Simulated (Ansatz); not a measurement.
## Screening in ZrSe3 (P2_1/m)

How strongly does ZrSe3 (P2_1/m) screen? Routes: perturbation theory, a sum over states and the RPA step of G0W0.

Method: linear response on r2SCAN, plane waves, PAW, in Ansatz 0.2.0.

## Step 1: Set-up

It takes space group P2_1/m (No. 11, monoclinic). Conventional cell: a = 5.411 Å, b = 3.749 Å, c = 9.444 Å, α = 90.00°, β = 97.48°, γ = 90.00°. Zr has 8 Se at 2.72 to 2.87 Å nearest. Nearest to Se lie 4 Zr at 2.72 to 2.87 Å. Nearest to Se lie 1 Se at 2.34 Å and 2 Zr at 2.73 Å. Se has 1 Se at 2.34 Å and 2 Zr at 2.74 Å nearest. Farther neighbours and most contacts between anions are not listed.

The cell and positions come from the Crystallography Open Database and are kept as given unless a step says otherwise. The default PAW set here is soft_2. Its files were made with PBE.

## Step 2: Response to a homogeneous field

ε∞ sets how strongly the crystal screens. Perturbation theory gives it with local fields and without a sum over empty bands.

This step: dielectric response by perturbation theory, r2SCAN, plane waves, PAW.

Input file input.yaml:

```yaml
crystal:
  lattice:
    - [5.4109, 0.0, 0.0]
    - [0.0, 3.7488, 0.0]
    - [-1.2294209091, 0.0, 9.3636349901]
  atoms:
    - { symbol: Zr, position: [0.285, 0.25, 0.656] }
    - { symbol: Zr, position: [0.715, 0.75, 0.344] }
    - { symbol: Se, position: [0.762, 0.25, 0.554] }
    - { symbol: Se, position: [0.238, 0.75, 0.446] }
    - { symbol: Se, position: [0.456, 0.25, 0.174] }
    - { symbol: Se, position: [0.544, 0.75, 0.826] }
    - { symbol: Se, position: [0.888, 0.25, 0.169] }
    - { symbol: Se, position: [0.112, 0.75, 0.831] }
kpoints:
  mp_grid: { grid: [4, 6, 2] }
hamiltonian:
  xc: r2scan
scf:
  occupations: { method: fixed }
dielectric: {}
```

Command:

```
ansatz run input.yaml --threads 3 --pin off --max-ram 92160MiB --backend cuda --events-out ev --progress --plain --runs-dir out --devices 1 --max-vram 13GiB
```

Numbers of over 12 decimals in the logs are rounded to 6 here.

The log of the run:

```text
GPUs: using 1 of 1 available (devices: 1).
Engine: ansatz 0.2.0, x86_64-unknown-linux-gnu
Pseudopotentials: kind: paw
Pseudopotential: Zr, paw, valence charge 12, recommended cutoff 500 eV (meta_gga), Zr.paw.azcp
Pseudopotential: Se, paw, valence charge 16, recommended cutoff 500 eV (meta_gga), Se.paw.azcp
Functional definition: r2SCAN
  parameter k0 = 0.174
  parameter k1 = 0.065
  parameter a1 = 4.9479
  exchange = r2scan_x(k0 = k0, k1 = k1, a1 = a1)
  correlation = r2scan_c
device memory: the entry about to start is reckoned to put 3.9 GiB on a device that reports 29.6 GiB free (of which the cap on the GPU budget leaves the run 13.0 GiB)
GPU FFT provider: cuFFT
GPU libraries: cuBLAS 13.8.2, cuFFT 12.4.0, cuSOLVER 12.3.4
Crystal: 8 atoms, lattice volume = 189.936 Å³
Basis set: ecut = 500 eV, 4769 PW (Γ), exchange–correlation on 160×120×288 points (64 copies of the dense FFT grid, shifted against one another)
Bands: 72, of which v1, the nominal top of the filled ones, is band 60 counted from 1 (59 counted from 0)
Symmetry: 4 space group operations
k-points: 28 of 48 (irreducible under 1 space group operation, time reversal used)
Non-local potential: Zr, projectors of the file, l = 0: 3, l = 1: 2, l = 2: 2, l = 3: 2
Non-local potential: Se, projectors of the file, l = 0: 2, l = 1: 2, l = 2: 3, l = 3: 1
PAW form: soft (Blöchl's): semilocal exchange-correlation on the pseudo side does not see the compensation charge
PAW frozen core: Zr, regenerated for the run's functional (the file was generated under x = pbe(κ = 0.804, μ = 0.219515), c = pbe(β = 0.066725))
PAW frozen core: Se, regenerated for the run's functional (the file was generated under x = pbe(κ = 0.804, μ = 0.219515), c = pbe(β = 0.066725))
PAW one-centre angular grid: Zr, 590 points (default); XC on 160 Gauss nodes
PAW one-centre angular grid: Se, 590 points (default); XC on 160 Gauss nodes
Initial density: superposition of atomic densities (neutral atoms: chi_scale 0, normalization atom), corrected by the library's trained network
Initial wavefunctions: pseudopotential atomic-orbital guess
GPU buffer pool allocated for 86400 grid points (all kernels)
GPU transforms: local potential: pruned to the plane-wave sphere, on 40×27×72; band sums: pruned to the plane-wave sphere, on 40×30×72
Functional: x = r2scan, c = r2scan; τ floored in thin density (d = 2e-4 eV/Å³)
SCF iter   1: F=—  HF=-41268.540345 eV  |F-HF|=—  |Δ(HF+E_count)|=         —  Δρ=9.48e-3  dr2=3.45e-1  dr2_τ=5.06e-2  ethr=1.77e-3  ⟨swp⟩=4.6  Hψ=5935  notcnv=0  defer=250
preconditioner: auto → Resta (q_TF=auto, 2.527 Å⁻¹)  ε∞=4.7  [insulator: Δε(μ)=0.715 eV  Ē_g=9.252 eV  n_scr=52 (ndim 8)  ℏωp=17.9 eV  f_vac=0.062  ε∞_Penn≈4.7]
SCF iter   2: F=—  HF=-41268.619469 eV  |F-HF|=—  |Δ(HF+E_count)|=   7.91e-2  Δρ=3.86e-3  dr2=2.58e-2  dr2_τ=7.05e-3  ethr=2.88e-4  ⟨swp⟩=2.6  Hψ=2966  notcnv=0  defer=276
SCF iter   3: F=—  HF=-41268.625636 eV  |F-HF|=—  |Δ(HF+E_count)|=   6.17e-3  Δρ=1.86e-3  dr2=4.37e-3  dr2_τ=2.03e-4  ethr=2.15e-5  ⟨swp⟩=2.0  Hψ=3618  notcnv=0  defer=280
SCF iter   4: F=—  HF=-41268.627946 eV  |F-HF|=—  |Δ(HF+E_count)|=   2.31e-3  Δρ=4.59e-4  dr2=2.72e-4  dr2_τ=2.25e-5  ethr=3.64e-6  ⟨swp⟩=2.0  Hψ=2555  notcnv=0  defer=280
SCF iter   5: F=—  HF=-41268.628025 eV  |F-HF|=—  |Δ(HF+E_count)|=   7.87e-5  Δρ=1.15e-4  dr2=2.49e-5  dr2_τ=9.41e-7  ethr=2.27e-7  ⟨swp⟩=2.0  Hψ=3562  notcnv=0  defer=276
SCF iter   6: F=—  HF=-41268.628042 eV  |F-HF|=—  |Δ(HF+E_count)|=   1.75e-5  Δρ=3.58e-5  dr2=2.25e-6  dr2_τ=9.29e-8  ethr=2.08e-8  ⟨swp⟩=2.0  Hψ=3507  notcnv=0  defer=133
SCF iter   7: F=—  HF=-41268.628286 eV  |F-HF|=—  |Δ(HF+E_count)|=   2.44e-4  Δρ=1.10e-5  dr2=4.38e-7  dr2_τ=1.86e-8  ethr=1.88e-9  ⟨swp⟩=2.0  Hψ=3578  notcnv=0  defer=133
SCF iter   8: F=—  HF=-41268.628286 eV  |F-HF|=—  |Δ(HF+E_count)|=   7.23e-8  Δρ=4.50e-6  dr2=4.66e-8  dr2_τ=1.64e-9  ethr=3.65e-10  ⟨swp⟩=2.0  Hψ=2953  notcnv=0  defer=133
SCF iter   9: F=—  HF=-41268.628286 eV  |F-HF|=—  |Δ(HF+E_count)|=   2.74e-8  Δρ=1.03e-6  dr2=2.81e-9  dr2_τ=1.42e-10  ethr=3.89e-11  ⟨swp⟩=2.0  Hψ=2947  notcnv=0  defer=133
SCF iter  10: F=—  HF=-41268.628286 eV  |F-HF|=—  |Δ(HF+E_count)|=   1.19e-9  Δρ=3.38e-7  dr2=4.22e-10  dr2_τ=3.03e-11  ethr=2.34e-12  ⟨swp⟩=2.0  Hψ=3507  notcnv=0  defer=133
SCF iter  11: F=—  HF=-41268.628286 eV  |F-HF|=—  |Δ(HF+E_count)|=  1.16e-10  Δρ=1.46e-7  dr2=1.26e-10  dr2_τ=6.47e-12  ethr=1.00e-12  ⟨swp⟩=9.2  Hψ=6435  notcnv=0
SCF iter  12: F=-41268.628286 eV  HF=-41268.628286 eV  |F-HF|=7.28e-12  |Δ(HF+E_count)|=  2.18e-11  Δρ=3.88e-8  dr2=3.92e-12  dr2_τ=2.49e-13  ethr=1.00e-12  ⟨swp⟩=2.0  Hψ=3808  notcnv=0
SCF 1 converged in 12 iterations: F = -41268.628286 eV  dr2 = 3.92e-12
  greatest PAW one-centre occupation: 1.000 electrons in one spin orbital (limit 2), on the Se atom at site 5 (counted from 0), in its partial waves of l = 2
the response reads at least the filled bands of the reference SCF and the lowest empty band at each k-point, and that SCF's band table does not vouch for those bands. The notice of the band table in this run's record says why
device memory: the entry about to start is reckoned to put 0.8 GiB on a device that reports 42.7 GiB free (of which the cap on the GPU budget leaves the run 12.9 GiB)
NSCF: frozen V_eff on 1 k-points
device memory: the entry about to start is reckoned to put 0.8 GiB on a device that reports 42.1 GiB free (of which the cap on the GPU budget leaves the run 12.9 GiB)
NSCF: frozen V_eff on 1 k-points
device memory: the entry about to start is reckoned to put 0.1 GiB (of the 0.2 GiB reckoned in all, the device holds 0.2 GiB already) on a device that reports 44.7 GiB free (of which the cap on the GPU budget leaves the run 12.9 GiB)
device memory: the entry about to start is reckoned to put 7.8 GiB (of the 8.0 GiB reckoned in all, the device holds 0.2 GiB already) on a device that reports 44.7 GiB free (of which the cap on the GPU budget leaves the run 12.8 GiB)
DFPT response loops at Γ: preconditioner auto → Resta (q_TF=auto, 2.527 Å⁻¹)  ε∞=9.7 (no band partly filled); β = 1.00, the filter's whole step (`scf.mixing.beta` (0.50) is not read by the response loops at its default; to damp them type it under 1.00, their step now; it binds the ground state too); Broyden in place of MSR1
── the response to a field inside a basis, on 10×14×6 k-points: an SCF that follows is theirs, and a resumed run solves both again ──
device memory: the entry about to start is reckoned to put 2.4 GiB on a device that reports 58.4 GiB free (of which the cap on the GPU budget leaves the run 12.8 GiB)
GPU FFT provider: cuFFT
GPU libraries: cuBLAS 13.8.2, cuFFT 12.4.0, cuSOLVER 12.3.4
Bands: 61, of which v1, the nominal top of the filled ones, is band 60 counted from 1 (59 counted from 0)
k-points: 210 of 840
Initial density: handed on by an earlier stage of this run
Initial wavefunctions: pseudopotential atomic-orbital guess (no wavefunctions were taken with the density)
GPU buffer pool allocated for 86400 grid points (all kernels)
GPU transforms: band sums: pruned to the plane-wave sphere, on 40×30×72
Eigensolver: Dense (210 Hₖ)
SCF iter   1: F=—  HF=-41268.447725 eV  |F-HF|=—  |Δ(HF+E_count)|=         —  Δρ=4.93e-4  dr2=3.12e-4  dr2_τ=5.56e-5  ethr=1.00e-1
preconditioner: auto → Resta (q_TF=auto, 2.527 Å⁻¹)  ε∞=7.0  [insulator: Δε(μ)=0.761 eV  Ē_g=7.308 eV  n_scr=52 (ndim 8)  ℏωp=17.9 eV  f_vac=0.065  ε∞_Penn≈7.0]
SCF iter   2: F=—  HF=-41268.447817 eV  |F-HF|=—  |Δ(HF+E_count)|=   9.17e-5  Δρ=2.76e-4  dr2=9.36e-5  dr2_τ=7.64e-6  ethr=2.60e-7
SCF iter   3: F=—  HF=-41268.447857 eV  |F-HF|=—  |Δ(HF+E_count)|=   4.02e-5  Δρ=4.44e-5  dr2=5.85e-6  dr2_τ=6.72e-7  ethr=7.80e-8
SCF iter   4: F=—  HF=-41268.447857 eV  |F-HF|=—  |Δ(HF+E_count)|=   3.78e-7  Δρ=1.88e-5  dr2=6.53e-7  dr2_τ=2.45e-8  ethr=4.87e-9
SCF iter   5: F=-41268.447857 eV  HF=-41268.447857 eV  |F-HF|=2.20e-8  |Δ(HF+E_count)|=   3.34e-7  Δρ=4.43e-6  dr2=4.87e-8  dr2_τ=1.05e-9  ethr=5.44e-10
SCF 1 converged in 5 iterations: F = -41268.447857 eV  dr2 = 4.87e-8
  greatest PAW one-centre occupation: 1.000 electrons in one spin orbital (limit 2), on the Se atom at site 6 (counted from 0), in its partial waves of l = 2
device memory: the entry about to start is reckoned to put 0.1 GiB (of the 1.3 GiB reckoned in all, the device holds 1.2 GiB already) on a device that reports 45.3 GiB free (of which the cap on the GPU budget leaves the run 11.9 GiB)
device memory: the entry about to start is reckoned to put 8.9 GiB on a device that reports 41.0 GiB free (of which the cap on the GPU budget leaves the run 12.8 GiB)
DFPT response loops at Γ: preconditioner auto → Resta (q_TF=auto, 2.527 Å⁻¹)  ε∞=8.9 (no band partly filled); β = 1.00, the filter's whole step (`scf.mixing.beta` (0.50) is not read by the response loops at its default; to damp them type it under 1.00, their step now; it binds the ground state too); Broyden in place of MSR1
WARN: field response: inside a basis, on 10×14×6 points, no mesh in reach settles it: take ε∞, Z* and everything formed from them with what they may err, as stated (eps_inf_uncertainty, zstar_uncertainty_e), and compare with field_mesh: kpoints on a denser kpoints.mp_grid
SCF converged after 12 iterations
Free energy (F): -41268.628286 eV
Harris-Foulkes:  -41268.628286 eV  (|F-HF|=7.28e-12)
Internal energy: -41268.628286 eV  (E = F + TS)
E sigma→0 (E₀):  -41268.628286 eV
Fermi energy:    9.313543 eV
--- Per-component energies (eV) ---
  E_band       = -2554.544266
  E_kinetic    = 1381.409032
  E_local      = -16412.179601  (includes V_loc(G=0)·N_el)
  E_nonlocal   = -3415.423964
  E_hartree    = 7908.234368
  E_xc         = -905.716949
  E_vxc        = -1061.790708  (∫ρ·V_xc dr)
  E_paw        = -17490.621192  (= ΣΔE_a)
  E_vpaw       = 1081.470377  (= ΣTr[D̂ρ^β])
  E_aug_tail   = -0.001235  (compensation charges beyond the density's cutoff)
  E_vtau       = 55.503078  (kinetic-family band-sum trace: ∫τ·v_τ [+ j·A + Jᵃ·Aᵃ] dr)
  E_ewald      = -12323.410640
  E_core_change = -10.918105  (= ΣΔE_core)
  E_smearing   = -0.000000  (= −TS)
  E_closure    = 0.000000  (closes the sum)
  Σ components = -41268.628286   (vs F -41268.628286, Δ=0.00e0)
--- Band table (eV; the first three rows and the last of 28) ---
  k-point 0: bands = [... 56 lower, 8.6661, 8.7709, 9.2459, 9.3135, 10.4018, 10.7871, 12.3410, 12.6092, ... 8 higher]
  k-point 1: bands = [... 56 lower, 8.6737, 8.7583, 9.2165, 9.2213, 10.2666, 10.9563, 12.3423, 12.5953, ... 8 higher]
  k-point 2: bands = [... 56 lower, 8.3337, 8.4844, 8.5089, 8.8065, 11.0484, 11.3732, 12.5293, 12.6236, ... 8 higher]
  k-point 27: bands = [... 56 lower, 7.6451, 7.6451, 7.9291, 7.9291, 10.2478, 10.2478, 12.2485, 12.2485, ... 8 higher]
--- Dielectric response (ions clamped): 3 representative field directions + reference, inside a basis on a mesh of 840 k-points (Σ response iterations 18) ---
  ε∞ (high-frequency dielectric tensor):
       11.564092     0.000000    -0.022320
        0.000000    10.315870    -0.000000
       -0.022320    -0.000000     6.391674
  Born effective charges Z* (e; rows j = field, columns β = displacement):
    site 0:
         2.54231    0.00000    0.01903
         0.00000    5.61317   -0.00000
         0.02608   -0.00000    1.85764
    site 1:
         2.54231    0.00000    0.01903
         0.00000    5.61317   -0.00000
         0.02608   -0.00000    1.85764
    site 2:
        -2.04226   -0.00000   -0.01357
        -0.00000   -2.48295    0.00000
        -0.01415    0.00000   -1.07170
    site 3:
        -2.04226   -0.00000   -0.01357
        -0.00000   -2.48295    0.00000
        -0.01415    0.00000   -1.07170
    site 4:
        -0.42319   -0.00000    0.12584
         0.00000   -1.53378    0.00000
        -0.74133    0.00000   -0.36906
    site 5:
        -0.42319   -0.00000    0.12584
         0.00000   -1.53378    0.00000
        -0.74133    0.00000   -0.36906
    site 6:
        -0.07686    0.00000   -0.13129
        -0.00000   -1.59643    0.00000
         0.72940    0.00000   -0.41688
    site 7:
        -0.07686    0.00000   -0.13129
        -0.00000   -1.59643    0.00000
         0.72940    0.00000   -0.41688
  Z* charge neutrality: 3.736e-2 e pre-enforcement
  solved inside a basis spanned on kpoints, on 10×14×6 k-points, which do not settle them: ε∞ is read to err by 8.6e-2, Z* by 6.4e-2 e (field_mesh: kpoints solves on kpoints); Z* is corrected for what the basis lacks
```

The job ended after 4 min (1 × NVIDIA H100 80GB HBM3 (shared by 6 runs) with 3 threads of AMD EPYC 7R13 (Zen 3), shared host; peak memory 11 GiB).

In the SCF lines HF is the Harris–Foulkes energy and dr2 the Hartree energy of the density residual, in eV; the loop may stop once dr2 is under the threshold and the program's other checks hold. Hψ counts applications of the Hamiltonian.

Numbers from this step:

- stated error of ε∞: 0.086

One over ε∞ averages 0.11, well under the quarter of exact exchange in PBE0, which by this rule of thumb may open the gap too far.

High-frequency dielectric tensor:

```
11.56  0.00 -0.02
 0.00 10.32  0.00
-0.02  0.00  6.39
```

Born effective charge (e), principal values of the symmetric part by kind of site:

```csv
atom,atoms with these values,low,middle,high,mean
Zr1,2,1.86,2.54,5.61,3.34
Se3,2,-2.48,-2.04,-1.07,-1.87
Se5,2,-1.53,-0.71,-0.09,-0.78
Se7,2,-1.60,-0.59,0.10,-0.70
```

In full for Zr1:

```
2.54 0.00 0.02
0.00 5.61 0.00
0.03 0.00 1.86
```

## Step 3: Independent-particle spectrum

The independent-particle spectrum shows where the oscillator strength lies, before excitons and local fields.

This step: independent-particle optics on r2SCAN, plane waves, PAW.

Edit input.yaml of step 2 so:

```diff
@@ -15,3 +15,3 @@
 kpoints:
-  mp_grid: { grid: [4, 6, 2] }
+  mp_grid: { grid: [4, 6, 4] }
 hamiltonian:
@@ -20,2 +20,4 @@
   occupations: { method: fixed }
-dielectric: {}
+  n_extra_bands: 130
+output:
+  optics: { e_range: [0, 25], de: 0.1, sigma: 0.2 }
```

The log of the run:

```text
[...]
GPUs: using 1 of 1 available (devices: 1).
[...]
GPU FFT provider: cuFFT
GPU libraries: cuBLAS 13.8.2, cuFFT 12.4.0, cuSOLVER 12.3.4
Crystal: 8 atoms, lattice volume = 189.936 Å³
Basis set: ecut = 500 eV, 4769 PW (Γ), exchange–correlation on 160×120×288 points (64 copies of the dense FFT grid, shifted against one another)
Bands: 190, of which v1, the nominal top of the filled ones, is band 60 counted from 1 (59 counted from 0)
Symmetry: 4 space group operations
[...]
k-points: 40 of 96
[...]
GPU buffer pool allocated for 86400 grid points (all kernels)
[...]
SCF iter   1: F=—  HF=-41268.540919 eV  |F-HF|=—  |Δ(HF+E_count)|=         —  Δρ=9.50e-3  dr2=3.45e-1  dr2_τ=5.04e-2  ethr=1.77e-3  ⟨swp⟩=4.0  Hψ=25856  notcnv=0  defer=4950
[...]
SCF iter  12: F=-41268.628827 eV  HF=-41268.628827 eV  |F-HF|=7.28e-12  |Δ(HF+E_count)|=  2.18e-11  Δρ=3.08e-8  dr2=1.98e-12  dr2_τ=1.20e-13  ethr=1.00e-12  ⟨swp⟩=11.7  Hψ=53189  notcnv=0
SCF 1 converged in 12 iterations: F = -41268.628827 eV  dr2 = 1.98e-12
[...]
Optics k sum: 0 of 40 k-points
Optics k sum: 2 of 40 k-points
[...]
Optics k sum: 40 of 40 k-points
[...]
SCF converged after 12 iterations
Free energy (F): -41268.628827 eV
[...]
Internal energy: -41268.628827 eV  (E = F + TS)
E sigma→0 (E₀):  -41268.628827 eV
Fermi energy:    9.313178 eV
[...]
--- Band table (eV; the first three rows and the last of 40) ---
  k-point 0: bands = [... 56 lower, 8.6659, 8.7709, 9.2456, 9.3132, 10.4017, 10.7870, 12.3408, 12.6091, ... 126 higher]
  k-point 1: bands = [... 56 lower, 8.6678, 8.7651, 9.2284, 9.2674, 10.3092, 10.8963, 12.3483, 12.5879, ... 126 higher]
  k-point 2: bands = [... 56 lower, 8.6737, 8.7583, 9.2162, 9.2210, 10.2665, 10.9562, 12.3422, 12.5951, ... 126 higher]
  k-point 39: bands = [... 56 lower, 7.6450, 7.6450, 7.9290, 7.9290, 10.2479, 10.2479, 12.2483, 12.2483, ... 126 higher]
```

Wall time 3 min (1 × NVIDIA H100 80GB HBM3 (shared by 6 runs) with 3 threads); peak memory 4.8 GiB.

Numbers from this step:

| Property | Result |
| --- | --- |
| ε∞ without local fields (xx, yy, zz) | 13.12, 10.44, 8.468 |
| electrons in the f-sum (xx, yy, zz) | 64.80, 64.53, 64.55 |
| bands in the explicit sum (the static value is completed to all bands) | 190 |

The sum gives ε∞ = 13.12, 10.44 and 8.47 without local fields.

(Part 1 of 2 ends here.)

[Paths, hosts, dates, memory and timing lines, banners, echoed tables and standing remarks are left out of the program output.]

[Logs are printed without paths, hosts, clocks, repeated set-up lines and the standing remarks that a program may print on its own settings, such as how far it seeks lower states.]

[Runs of the session that timed out or met a known fault of the program may be left out.]

[Cells called generated may have been cut or substituted from an entry of the Crystallography Open Database or the Materials Project.]

[Hosts, paths, dates, database ids (printed as entryN), source tags and the programs' standing remarks are cut or masked in the printed files.]
